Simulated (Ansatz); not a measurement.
# F on Ni(100): change of the work function, part 2 of 4

How does F on the hollow site change the work function of Ni(100) as the layer fills?

Ansatz 0.2.0; plane-wave DFT, PBE, Ansatz PAW.

So far, work function, upper face (eV): step 2 (the clean slab) 4.88.

## Step 3: Adsorbate added, k-mesh 4×4×1, coverage 0.111 ML

System of this step: Ni36F (F/Ni(100)). The cell holds 37 atoms: 36 Ni and 1 F. Its edges and angles: a = 7.467 Å, b = 7.467 Å, c = 23.850 Å, α = 90.0°, β = 90.0°, γ = 90.0°. Vacuum lies along c.

The clean slab as it ended is repeated in the plane and the adsorbate is set on one face; the cell's size fixes the coverage, and the k-mesh shrinks with it to keep the sampling density about even. Adsorbate and upper layers relax, since the dipole depends on the height.

Input file input.yaml:

```yaml
crystal:
  lattice:
    - [7.4670476094, 0.0, 0.0]
    - [0.0, 7.4670476094, 0.0]
    - [0.0, 0.0, 23.8504504365]
  atoms:
    - { symbol: Ni, position: [0.1666666667, 0.1666666667, 0.3773513638], spin: 0.76 }
    - { symbol: Ni, position: [0.0, 0.0, 0.4511445194], spin: 0.69 }
    - { symbol: Ni, position: [0.1666666667, 0.1666666667, 0.5258663353], spin: 0.7 }
    - { symbol: Ni, position: [0.0, 0.0, 0.5968701365], spin: 0.76 }
    - { symbol: Ni, position: [0.1666666667, 0.5, 0.3773513638], spin: 0.76 }
    - { symbol: Ni, position: [0.0, 0.3333333333, 0.4511445194], spin: 0.69 }
    - { symbol: Ni, position: [0.1666666667, 0.5, 0.5258663353], spin: 0.7 }
    - { symbol: Ni, position: [0.0, 0.3333333333, 0.5968701365], spin: 0.76 }
    - { symbol: Ni, position: [0.1666666667, 0.8333333333, 0.3773513638], spin: 0.76 }
    - { symbol: Ni, position: [0.0, 0.6666666667, 0.4511445194], spin: 0.69 }
    - { symbol: Ni, position: [0.1666666667, 0.8333333333, 0.5258663353], spin: 0.7 }
    - { symbol: Ni, position: [0.0, 0.6666666667, 0.5968701365], spin: 0.76 }
    - { symbol: Ni, position: [0.5, 0.1666666667, 0.3773513638], spin: 0.76 }
    - { symbol: Ni, position: [0.3333333333, 0.0, 0.4511445194], spin: 0.69 }
    - { symbol: Ni, position: [0.5, 0.1666666667, 0.5258663353], spin: 0.7 }
    - { symbol: Ni, position: [0.3333333333, 0.0, 0.5968701365], spin: 0.76 }
    - { symbol: Ni, position: [0.5, 0.5, 0.3773513638], spin: 0.76 }
    - { symbol: Ni, position: [0.3333333333, 0.3333333333, 0.4511445194], spin: 0.69 }
    - { symbol: Ni, position: [0.5, 0.5, 0.5258663353], spin: 0.7 }
    - { symbol: Ni, position: [0.3333333333, 0.3333333333, 0.5968701365], spin: 0.76 }
    - { symbol: Ni, position: [0.5, 0.8333333333, 0.3773513638], spin: 0.76 }
    - { symbol: Ni, position: [0.3333333333, 0.6666666667, 0.4511445194], spin: 0.69 }
    - { symbol: Ni, position: [0.5, 0.8333333333, 0.5258663353], spin: 0.7 }
    - { symbol: Ni, position: [0.3333333333, 0.6666666667, 0.5968701365], spin: 0.76 }
    - { symbol: Ni, position: [0.8333333333, 0.1666666667, 0.3773513638], spin: 0.76 }
    - { symbol: Ni, position: [0.6666666667, 0.0, 0.4511445194], spin: 0.69 }
    - { symbol: Ni, position: [0.8333333333, 0.1666666667, 0.5258663353], spin: 0.7 }
    - { symbol: Ni, position: [0.6666666667, 0.0, 0.5968701365], spin: 0.76 }
    - { symbol: Ni, position: [0.8333333333, 0.5, 0.3773513638], spin: 0.76 }
    - { symbol: Ni, position: [0.6666666667, 0.3333333333, 0.4511445194], spin: 0.69 }
    - { symbol: Ni, position: [0.8333333333, 0.5, 0.5258663353], spin: 0.7 }
    - { symbol: Ni, position: [0.6666666667, 0.3333333333, 0.5968701365], spin: 0.76 }
    - { symbol: Ni, position: [0.8333333333, 0.8333333333, 0.3773513638], spin: 0.76 }
    - { symbol: Ni, position: [0.6666666667, 0.6666666667, 0.4511445194], spin: 0.69 }
    - { symbol: Ni, position: [0.8333333333, 0.8333333333, 0.5258663353], spin: 0.7 }
    - { symbol: Ni, position: [0.6666666667, 0.6666666667, 0.5968701365], spin: 0.76 }
    - { symbol: F, position: [0.1666666667, 0.1666666667, 0.6226486362] }
magnetization:
  spin_polarized: true
kpoints:
  mp_grid: { grid: [4, 4, 1] }
hamiltonian:
  xc: pbe
scf:
  occupations: { method: fermi_dirac, width: 0.1 }
  convergence: { dr2_threshold: 1.0e-08 }
efield:
  axis: 3
  dipole_correction: true
  ramp_position: 0.97
  ramp_width: 0.06
relax:
  f_tol: 0.02
  max_steps: 60
  constraints:
    - { sites: [0, 1, 4, 5, 8, 9, 12, 13, 16, 17, 20, 21, 24, 25, 28, 29, 32, 33] }
output:
  write_potential: true
  write_density: true
  volumetric_format: npy
```

The run is started by

```sh
> ansatz run input.yaml --threads 4 --pin off --max-ram 16384MiB --backend cpu --events-out ev --progress --plain --runs-dir out
```

Log:

```text
[...]
Crystal: 37 atoms, lattice volume = 1329.825 Å³
Basis set: ecut = 420 eV, 25983 PW (Γ), exchange–correlation on 100×100×320 points (8 copies of the dense FFT grid, shifted against one another)
Bands: 409, of which v1, the nominal top of the filled ones, is band 328 counted from 1 (327 counted from 0)
Symmetry: 8 space group operations
k-points: 6 of 16
[...]
Starting moments: Σ|m| = 26.19 μB on 36 of 37 sites
[...]
SCF iter   1: F=—  HF=-210984.960207 eV  |F-HF|=—  |Δ(HF+E_count)|=         —  Δρ=2.35e-2 (↑1.47e-2 ↓2.35e-2)  dr2=3.75e1  dr2_m=2.23e0  M=27.755 μB ∫|m|=28.969 μB  β_m=1.00  ethr=3.10e-3  p=-0.000 e·Å  D=-5.54e-7 V/Å  ΔV_dip=0.00 eV  dr2_dipole=2.53e-1  V_vac-E_F(+/−)=7.06/7.06 eV  ⟨swp⟩=8.9  Hψ=24228  notcnv=0  defer=386
[...]
SCF iter  19: F=-211021.933207 eV  HF=-211021.933207 eV  |F-HF|=6.40e-10  |Δ(HF+E_count)|=   8.79e-9  Δρ=3.78e-7 (↑2.52e-7 ↓3.78e-7)  dr2=3.26e-9  dr2_m=7.96e-11  M=24.675 μB ∫|m|=27.972 μB  ethr=1.00e-12  p=0.066 e·Å  D=8.96e-3 V/Å  ΔV_dip=-0.21 eV  dr2_dipole=6.39e-11  V_vac-E_F(+/−)=4.67/4.89 eV  ⟨swp⟩=6.9  Hψ=29615  notcnv=0
SCF 1 converged in 19 iterations: F = -211021.933207 eV  dr2 = 3.26e-9
[...]
relax step   1: F+E_penalty+E_count = -211021.93320711 eV  Δ(F+E_penalty+E_count) = +0.000e0 eV  max|allowed force component| = 5.077e0 eV/Å  Δτ_max = 0.0000 Å  (19 SCF iters, accepted)
[...]
SCF iter  15: F=-211022.751037 eV  HF=-211022.751037 eV  |F-HF|=1.15e-8  |Δ(HF+E_count)|=   6.61e-9  Δρ=3.65e-7 (↑1.13e-7 ↓3.65e-7)  dr2=2.67e-9  dr2_m=3.33e-10  M=24.846 μB ∫|m|=28.170 μB  ethr=1.00e-12  p=0.051 e·Å  D=6.91e-3 V/Å  ΔV_dip=-0.16 eV  dr2_dipole=3.42e-10  V_vac-E_F(+/−)=4.72/4.89 eV  ⟨swp⟩=6.2  Hψ=31392  notcnv=0
SCF 2 converged in 15 iterations: F = -211022.751037 eV  dr2 = 2.67e-9
[...]
relax step   2: F+E_penalty+E_count = -211022.75103654 eV  Δ(F+E_penalty+E_count) = -8.178e-1 eV  max|allowed force component| = 3.746e0 eV/Å  Δτ_max = 0.1557 Å  (15 SCF iters, accepted)
SCF iter   1: F=—  HF=-211023.482283 eV  |F-HF|=—  |Δ(HF+E_count)|=         —  Δρ=2.61e-3 (↑2.11e-3 ↓2.61e-3)  dr2=2.24e-1  dr2_m=1.30e-2  M=24.948 μB ∫|m|=28.270 μB  β_m=1.00  ethr=4.69e-4  p=0.051 e·Å  D=6.91e-3 V/Å  ΔV_dip=-0.16 eV  dr2_dipole=3.27e-2  V_vac-E_F(+/−)=4.75/4.91 eV  ⟨swp⟩=5.0  Hψ=13554  notcnv=0  defer=466
[...]
SCF iter  17: F=-211023.455147 eV  HF=-211023.455147 eV  |F-HF|=2.47e-9  |Δ(HF+E_count)|=   2.91e-9  Δρ=4.18e-7 (↑6.93e-8 ↓4.18e-7)  dr2=3.53e-9  dr2_m=4.98e-10  M=24.995 μB ∫|m|=28.335 μB  ethr=1.00e-12  p=0.013 e·Å  D=1.83e-3 V/Å  ΔV_dip=-0.04 eV  dr2_dipole=2.02e-10  V_vac-E_F(+/−)=4.84/4.89 eV  ⟨swp⟩=6.2  Hψ=27703  notcnv=0
SCF 3 converged in 17 iterations: F = -211023.455147 eV  dr2 = 3.53e-9
[...]
relax step   3: F+E_penalty+E_count = -211023.45514749 eV  Δ(F+E_penalty+E_count) = -7.041e-1 eV  max|allowed force component| = 1.901e0 eV/Å  Δτ_max = 0.1989 Å  (17 SCF iters, accepted)
[...]
relax step   4: F+E_penalty+E_count = -211023.70274648 eV  Δ(F+E_penalty+E_count) = -2.476e-1 eV  max|allowed force component| = 5.364e-1 eV/Å  Δτ_max = 0.1969 Å  (15 SCF iters, accepted)
[...]
relax step   5: F+E_penalty+E_count = -211023.73747334 eV  Δ(F+E_penalty+E_count) = -3.473e-2 eV  max|allowed force component| = 1.860e-1 eV/Å  Δτ_max = 0.1152 Å  (16 SCF iters, accepted)
[...]
relax step   6: F+E_penalty+E_count = -211023.74240663 eV  Δ(F+E_penalty+E_count) = -4.933e-3 eV  max|allowed force component| = 3.662e-2 eV/Å  Δτ_max = 0.0282 Å  (13 SCF iters, accepted)
SCF iter   1: F=—  HF=-211023.744055 eV  |F-HF|=—  |Δ(HF+E_count)|=         —  Δρ=8.90e-5 (↑7.26e-5 ↓8.90e-5)  dr2=1.42e-4  dr2_m=3.54e-5  M=25.157 μB ∫|m|=28.511 μB  β_m=1.00  ethr=2.17e-7  p=-0.062 e·Å  D=-8.47e-3 V/Å  ΔV_dip=0.20 eV  dr2_dipole=2.66e-7  V_vac-E_F(+/−)=5.09/4.89 eV  ⟨swp⟩=4.0  Hψ=10455  notcnv=0  defer=512
[...]
SCF iter  11: F=-211023.742531 eV  HF=-211023.742531 eV  |F-HF|=7.65e-9  |Δ(HF+E_count)|=   5.53e-9  Δρ=4.56e-7 (↑1.19e-7 ↓4.56e-7)  dr2=8.96e-9  dr2_m=4.08e-10  M=25.158 μB ∫|m|=28.512 μB  ethr=1.33e-12  p=-0.062 e·Å  D=-8.41e-3 V/Å  ΔV_dip=0.20 eV  dr2_dipole=1.84e-9  V_vac-E_F(+/−)=5.09/4.89 eV  ⟨swp⟩=6.2  Hψ=26321  notcnv=0
SCF 7 converged in 11 iterations: F = -211023.742531 eV  dr2 = 8.96e-9
relax step   7: F+E_penalty+E_count = -211023.74253140 eV  Δ(F+E_penalty+E_count) = -1.248e-4 eV  max|allowed force component| = 2.539e-3 eV/Å  Δτ_max = 0.0046 Å  (11 SCF iters, accepted)
NSCF: frozen V_eff on 6 k-points
[...]
SCF converged after 11 iterations
Magnetization: 25.1580 μB (340.0790 up, 314.9210 down)
Absolute magnetization: 28.5377 μB (∫|ρ↑−ρ↓|, with the PAW one-centre terms)
[...]
Per-site moments (μB) at R_I (Å): [(0.762171, 1.026719), (0.692024, 1.025569), (0.722181, 1.024561), (0.796672, 0.908919), (0.763294, 1.026719), (0.692024, 1.025569), (0.710607, 1.008016), (0.796672, 0.908919), (0.763294, 1.026719), (0.706867, 1.026719), (0.710607, 1.008016), (0.767059, 1.004417), (0.763294, 1.026719), (0.692024, 1.025569), (0.710607, 1.008016), (0.796672, 0.908919), (0.767838, 1.026719), (0.692024,  [...]
Free energy (F): -211023.742531 eV
[...]
Internal energy: -211021.581436 eV  (E = F + TS)
E sigma→0 (E₀):  -211022.661984 eV
Entropy (-TS):   -2.161095 eV (-58.408 meV/atom)
Fermi energy:    1.968619 eV
Dipole field:    D = -0.008389 V/Å  (p = -0.061650 e·Å, saw-weighted, corrected)
Work function:   Φ+ = 5.0897 eV   Φ− = 4.8896 eV
[...]
--- Forces (eV/Å), atoms counted from 1 ---
  atom   1  Ni    -0.00000000     0.00000000     0.32396963
  atom   2  Ni    -0.01803300    -0.01803300    -0.36456567
  atom   3  Ni    -0.00000000     0.00000000     0.00194017
  atom   4  Ni    -0.00045701    -0.00045701    -0.00253923
  atom   5  Ni     0.00000000     0.00050040     0.32799738
  atom   6  Ni    -0.01803300     0.01803300    -0.36456567
  atom   7  Ni     0.00000000    -0.00064598     0.00103266
  atom   8  Ni    -0.00045701     0.00045701    -0.00253923
  atom   9  Ni     0.00000000    -0.00050040     0.32799738
  atom  10  Ni    -0.03550111     0.00000000    -0.31160041
  atom  11  Ni     0.00000000     0.00064598     0.00103266
  atom  12  Ni     0.00036214     0.00000000    -0.00015548
  atom  13  Ni     0.00050040     0.00000000     0.32799738
  atom  14  Ni     0.01803300    -0.01803300    -0.36456567
  atom  15  Ni    -0.00064598     0.00000000     0.00103266
  atom  16  Ni     0.00045701    -0.00045701    -0.00253923
  atom  17  Ni     0.00131359     0.00131359     0.33038780
  atom  18  Ni     0.01803300     0.01803300    -0.36456567
  atom  19  Ni    -0.00004272    -0.00004272     0.00095386
  atom  20  Ni     0.00045701     0.00045701    -0.00253923
  atom  21  Ni     0.00131359    -0.00131359     0.33038780
  atom  22  Ni     0.03550111     0.00000000    -0.31160041
  atom  23  Ni    -0.00004272     0.00004272     0.00095386
  atom  24  Ni    -0.00036214     0.00000000    -0.00015548
  atom  25  Ni    -0.00050040     0.00000000     0.32799738
  atom  26  Ni     0.00000000    -0.03550111    -0.31160041
  atom  27  Ni     0.00064598     0.00000000     0.00103266
  atom  28  Ni     0.00000000     0.00036214    -0.00015548
  atom  29  Ni    -0.00131359     0.00131359     0.33038780
  atom  30  Ni     0.00000000     0.03550111    -0.31160041
  atom  31  Ni     0.00004272    -0.00004272     0.00095386
  atom  32  Ni     0.00000000    -0.00036214    -0.00015548
  atom  33  Ni    -0.00131359    -0.00131359     0.33038780
  atom  34  Ni    -0.00000000     0.00000000    -0.25281783
  atom  35  Ni     0.00004272     0.00004272     0.00095386
  atom  36  Ni    -0.00000000     0.00000000    -0.00034071
  atom  37  F      0.00000000     0.00000000     0.00111203
  max |Σ_I F_I| component: 9.30e-5 eV/Å
--- Band table (eV; the first three rows and the last of 12) ---
  k-point 0 ↑: bands = [... 324 lower, 1.2691, 1.2691, 1.2709, 1.2821, 1.3359, 1.3520, 1.3693, 1.3693, ... 77 higher]
  k-point 1 ↑: bands = [... 324 lower, 1.2839, 1.2875, 1.3139, 1.3398, 1.3431, 1.3506, 1.3593, 1.3655, ... 77 higher]
  k-point 2 ↑: bands = [... 324 lower, 1.3221, 1.3245, 1.3302, 1.3398, 1.3415, 1.3436, 1.3499, 1.4057, ... 77 higher]
  k-point 5 ↓: bands = [... 324 lower, 2.1632, 2.1671, 2.1671, 2.1941, 2.2678, 2.2818, 2.3107, 2.3107, ... 77 higher]
--- Relaxed structure (7 steps of the walk, 7 accepted, 0 SCFs on fresh bases) ---
  F+E_penalty+E_count = -211023.74253140 eV   max|allowed force component| = 2.539e-3 eV/Å
  atoms:
    - { symbol: Ni, position: [0.166667, 0.166667, 0.377351] }
    - { symbol: Ni, position: [1.666666e-11, 1.666666e-11, 0.4511445194] }
    - { symbol: Ni, position: [0.166667, 0.166667, 0.524772] }
    - { symbol: Ni, position: [-0.003517, -0.003517, 0.598186] }
    - { symbol: Ni, position: [0.166667, 0.500000, 0.377351] }
    - { symbol: Ni, position: [1.666666e-11, 0.333333, 0.4511445194] }
    - { symbol: Ni, position: [0.166667, 0.499291, 0.525529] }
    - { symbol: Ni, position: [-0.003517, 0.336850, 0.598186] }
    - { symbol: Ni, position: [0.166667, 0.833333, 0.377351] }
    - { symbol: Ni, position: [1.666666e-11, 0.666667, 0.4511445194] }
    - { symbol: Ni, position: [0.166667, 0.834043, 0.525529] }
    - { symbol: Ni, position: [0.000780129, 0.666667, 0.596623] }
    - { symbol: Ni, position: [0.500000, 0.166667, 0.377351] }
    - { symbol: Ni, position: [0.333333, 1.666666e-11, 0.4511445194] }
    - { symbol: Ni, position: [0.499291, 0.166667, 0.525529] }
    - { symbol: Ni, position: [0.336850, -0.003517, 0.598186] }
    - { symbol: Ni, position: [0.500000, 0.500000, 0.377351] }
    - { symbol: Ni, position: [0.333333, 0.333333, 0.4511445194] }
    - { symbol: Ni, position: [0.498857, 0.498857, 0.526254] }
    - { symbol: Ni, position: [0.336850, 0.336850, 0.598186] }
    - { symbol: Ni, position: [0.500000, 0.833333, 0.377351] }
    - { symbol: Ni, position: [0.333333, 0.666667, 0.4511445194] }
    - { symbol: Ni, position: [0.498857, 0.834476, 0.526254] }
    - { symbol: Ni, position: [0.332553, 0.666667, 0.596623] }
    - { symbol: Ni, position: [0.833333, 0.166667, 0.377351] }
    - { symbol: Ni, position: [0.666667, 1.666666e-11, 0.4511445194] }
    - { symbol: Ni, position: [0.834043, 0.166667, 0.525529] }
    - { symbol: Ni, position: [0.666667, 0.000780129, 0.596623] }
    - { symbol: Ni, position: [0.833333, 0.500000, 0.377351] }
    - { symbol: Ni, position: [0.666667, 0.333333, 0.4511445194] }
    - { symbol: Ni, position: [0.834476, 0.498857, 0.526254] }
    - { symbol: Ni, position: [0.666667, 0.332553, 0.596623] }
    - { symbol: Ni, position: [0.833333, 0.833333, 0.377351] }
    - { symbol: Ni, position: [0.666667, 0.666667, 0.4511445194] }
    - { symbol: Ni, position: [0.834476, 0.834476, 0.526254] }
    - { symbol: Ni, position: [0.666667, 0.666667, 0.596986] }
    - { symbol: F, position: [0.166667, 0.166667, 0.651641] }
```

Elapsed: 60 min, on 4 threads of Arm Neoverse V1, shared host; peak memory 11 GiB.

Relaxation path:

```csv
step,energy less that of the first step (eV),largest force component (eV/Å)
1,0.0000,5.0770
2,-0.8178,3.7458
3,-1.5219,1.9008
4,-1.7695,0.5364
5,-1.8043,0.1860
6,-1.8092,0.0366
7,-1.8093,0.0025
```

The run keeps the 8 symmetry operations that the program found, so distortions that break them were not tested.

The atoms that moved most (Å):

```csv
atom,dx,dy,dz,length
F37,0.000,0.000,0.691,0.691
Ni4,-0.026,-0.026,0.031,0.049
Ni16,0.026,-0.026,0.031,0.049
Ni8,-0.026,0.026,0.031,0.049
Ni20,0.026,0.026,0.031,0.049
Ni3,0.000,0.000,-0.026,0.026
Ni35,0.009,0.009,0.009,0.015
Ni23,-0.009,0.009,0.009,0.015
```

The relaxed structure:

```cif
data_structure
_symmetry_space_group_name_H-M 'P 1'
_symmetry_Int_Tables_number 1
_cell_length_a 7.4670
_cell_length_b 7.4670
_cell_length_c 23.8505
_cell_angle_alpha 90.000
_cell_angle_beta 90.000
_cell_angle_gamma 90.000
_cell_volume 1329.82
loop_
_atom_site_label
_atom_site_type_symbol
_atom_site_fract_x
_atom_site_fract_y
_atom_site_fract_z
_atom_site_occupancy
Ni1 Ni 0.16667 0.16667 0.37735 1
Ni2 Ni 0.00000 0.00000 0.45114 1
Ni3 Ni 0.16667 0.16667 0.52477 1
Ni4 Ni 0.99648 0.99648 0.59819 1
Ni5 Ni 0.16667 0.50000 0.37735 1
Ni6 Ni 0.00000 0.33333 0.45114 1
Ni7 Ni 0.16667 0.49929 0.52553 1
Ni8 Ni 0.99648 0.33685 0.59819 1
Ni9 Ni 0.16667 0.83333 0.37735 1
Ni10 Ni 0.00000 0.66667 0.45114 1
Ni11 Ni 0.16667 0.83404 0.52553 1
Ni12 Ni 0.00078 0.66667 0.59662 1
Ni13 Ni 0.50000 0.16667 0.37735 1
Ni14 Ni 0.33333 0.00000 0.45114 1
Ni15 Ni 0.49929 0.16667 0.52553 1
Ni16 Ni 0.33685 0.99648 0.59819 1
Ni17 Ni 0.50000 0.50000 0.37735 1
Ni18 Ni 0.33333 0.33333 0.45114 1
Ni19 Ni 0.49886 0.49886 0.52625 1
Ni20 Ni 0.33685 0.33685 0.59819 1
Ni21 Ni 0.50000 0.83333 0.37735 1
Ni22 Ni 0.33333 0.66667 0.45114 1
Ni23 Ni 0.49886 0.83448 0.52625 1
Ni24 Ni 0.33255 0.66667 0.59662 1
Ni25 Ni 0.83333 0.16667 0.37735 1
Ni26 Ni 0.66667 0.00000 0.45114 1
Ni27 Ni 0.83404 0.16667 0.52553 1
Ni28 Ni 0.66667 0.00078 0.59662 1
Ni29 Ni 0.83333 0.50000 0.37735 1
Ni30 Ni 0.66667 0.33333 0.45114 1
Ni31 Ni 0.83448 0.49886 0.52625 1
Ni32 Ni 0.66667 0.33255 0.59662 1
Ni33 Ni 0.83333 0.83333 0.37735 1
Ni34 Ni 0.66667 0.66667 0.45114 1
Ni35 Ni 0.83448 0.83448 0.52625 1
Ni36 Ni 0.66667 0.66667 0.59699 1
F37 F 0.16667 0.16667 0.65164 1
```

Read from the output:

```yaml
energy_at_zero_smearing: -211022.6620 eV
total_moment: 25.16 μB
work_function_upper_face: 5.090 eV
work_function_lower_face: 4.890 eV
dipole_along_the_normal: -0.06165 e·Å
step_between_the_vacuum_levels: 0.2001 eV
```

Running mean over 1.76 Å of the planar mean; the ramp of the sawtooth is left out. Table of electron's electrostatic potential energy less the Fermi level by z:

```csv
z (Å),electron's electrostatic potential energy less the Fermi level (eV)
3.0,4.89
3.5,4.89
4.0,4.89
4.5,4.89
5.0,4.89
5.5,4.88
6.0,4.85
6.5,4.75
7.0,4.39
7.5,2.93
8.0,-1.71
8.5,-7.41
9.0,-9.86
9.5,-10.2
10.0,-10.3
10.5,-10.3
11.0,-10.3
11.5,-10.2
12.0,-10.2
12.5,-10.4
13.0,-10.8
13.5,-10.9
14.0,-10.5
14.5,-9.40
15.0,-5.26
15.5,0.505
16.0,3.50
16.5,4.54
17.0,4.98
17.5,5.07
18.0,5.08
18.5,5.09
19.0,5.09
19.5,5.09
20.0,5.09
20.5,5.09
```

Site moment by element, in μB:

```csv
element,atoms,mean,spread (r.m.s.),least,largest
Ni,36,0.737,0.039,0.643,0.797
F,1,0.067,0.000,0.067,0.067
```

The atoms farthest from the mean of their element:

```csv
atom,"x, y, z (Å)",site moment (μB)
Ni34,"4.98, 4.98, 10.76",0.643
Ni20,"2.52, 2.52, 14.27",0.797
Ni8,"-0.03, 2.52, 14.27",0.797
Ni16,"2.52, -0.03, 14.27",0.797
Ni4,"-0.03, -0.03, 14.27",0.797
Ni2,"0.00, 0.00, 10.76",0.692
Ni14,"2.49, 0.00, 10.76",0.692
Ni18,"2.49, 2.49, 10.76",0.692
```

The relaxation took 7 steps and lowered the energy by 1.8 eV; the largest force on the free atoms ends at 0.0025 eV/Å.

The covered face has 5.09 eV, +0.21 eV against the clean one; the bare back face has moved by +0.01 eV, a measure of how thin the slab is.

(Part 2 of 4 ends here.)

[Long decimals in the printed logs are rounded to 6 places.]

[Logs are printed without paths, hosts, clocks, repeated set-up lines and the standing remarks that a program may print on its own settings, such as how far it seeks lower states.]

[Hosts, paths, dates, database ids (printed as entryN), source tags and the programs' standing remarks are cut or masked in the printed files.]

[Maps of the electrostatic potential energy from Ansatz leave out the sawtooth potential of an applied field or a dipole correction, so their vacuum need not be flat; planar profiles and work functions include it.]
